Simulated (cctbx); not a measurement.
# A disordered crystal of nominal LaCd9Sn4

Cell a = 9.7690 Å, b = 9.7690 Å, c = 14.0050 Å, α = 90.00°, β = 90.00°, γ = 90.00°; space group I4/mcm (no. 140); nominal formula LaCd9Sn4.

The data are simulated with cctbx, not measured: Cu Kα, λ = 1.54184 Å, to d = 0.8 Å, 95 % of the full sphere, strongest reflection 5000 counts, noise from counting, a 2 % proportional error and a noise floor of 8 counts (s.d.); no absorption, and some extinction, which the refinements don't model.

With every site full:

```text
Rint 0.049, 395 unique reflections to 0.80 A
cycle     R1     wR2    GooF  max shift (A)
   1  0.0778  0.1539   6.909   0.00130
   2  0.0147  0.0271   1.217   0.00000
final R1 0.0147 wR2 0.0271 GooF 1.217  parameters 23  data/parameter 17.2
atom        x        y        z      Ueq    occ   su(xyz)  su(Uiso or U11)
La1    0.00000  0.00000  0.25000   0.0069  1.000  0.00000  0.0002
Sn1    0.18426  0.68426  0.12442   0.0140  1.000  0.00004  0.0002
Cd2    0.50000  0.00000  0.00000   0.0070  1.000  0.00000  0.0003
Cd3    0.20029  0.94573  0.00000   0.0140  1.000  0.00006  0.0003
Cd4    0.89097  0.60903  0.16786   0.0115  1.000  0.00004  0.0002
difference map: max 1.81 min -1.58 rms 0.31
Q1    0.1354  0.3646  0.0000    8    1.86  1.79 A from Cd3
Q2    0.1799  0.3201  0.0736   16    1.62  1.64 A from Cd4
Q3    0.2278  0.2722  0.4409   16    1.20  1.09 A from Sn1
Q4    0.0836  0.1356  0.4746   32    1.00  1.43 A from Cd3
Q5    0.0683  0.2866  0.0935   32    0.92  1.51 A from Cd4
Q6    0.0600  0.2481  0.0417   32    0.88  0.75 A from Cd3
```

With the occupancies of the suspect sites free, each still typed as its main element:

```text
Rint 0.049, 395 unique reflections to 0.80 A
cycle     R1     wR2    GooF  max shift (A)
   1  0.0473  0.0907   4.084   0.00004
   2  0.0146  0.0270   1.215   0.00002
final R1 0.0146 wR2 0.0270 GooF 1.214  parameters 25  data/parameter 15.8
atom        x        y        z      Ueq    occ   su(xyz)  su(Uiso or U11)
La1    0.00000  0.00000  0.25000   0.0068  1.000  0.00000  0.0002
Sn1    0.18426  0.68426  0.12442   0.0142  1.006  0.00004  0.0002
Cd2    0.50000  0.00000  0.00000   0.0070  1.002  0.00000  0.0004
Cd3    0.20029  0.94573  0.00000   0.0139  1.000  0.00006  0.0003
Cd4    0.89097  0.60903  0.16786   0.0114  1.000  0.00004  0.0002
su of occupancy Sn1: 0.004
su of occupancy Cd2: 0.006
difference map: max 1.82 min -1.60 rms 0.31
Q1    0.1355  0.3645  0.0000    8    1.87  1.79 A from Cd3
Q2    0.1799  0.3201  0.0737   16    1.64  1.64 A from Cd4
Q3    0.2282  0.2718  0.4411   16    1.21  1.10 A from Sn1
Q4    0.0831  0.1353  0.4760   32    1.00  1.43 A from Cd3
Q5    0.0684  0.2866  0.0934   32    0.93  1.51 A from Cd4
Q6    0.0593  0.2470  0.0410   32    0.91  0.74 A from Cd3
```

**Question.** What is the disorder?

X-rays count electrons. Sn1 refines to 1.006(0.004), or 50.3 electrons; the site truly holds 0.95 Sn and 0.05 Cd, 49.9 electrons, which is 0.998 of Sn; Cd2 refines to 1.002(0.006), or 48.1 electrons; the site truly holds 0.8 Cd and 0.2 Sn, 48.4 electrons, which is 1.008 of Cd. All are within 3 s.u. of full, so these data don't show the disorder. Occupancy correlates with U and the scale, and the two elements' form factors differ in shape, so the match is approximate.

Freeing them takes R1 from 0.0147 to 0.0146 and GooF from 1.22 to 1.21.

The model was made for the exercise: a known structure type with other elements put in, its volume estimated, not relaxed; displacement parameters are assumed.

[Middle refinement cycles are left out of these outputs.]

[Logs are printed without paths, hosts, clocks, repeated set-up lines and the standing remarks that a program may print on its own settings, such as how far it seeks lower states.]
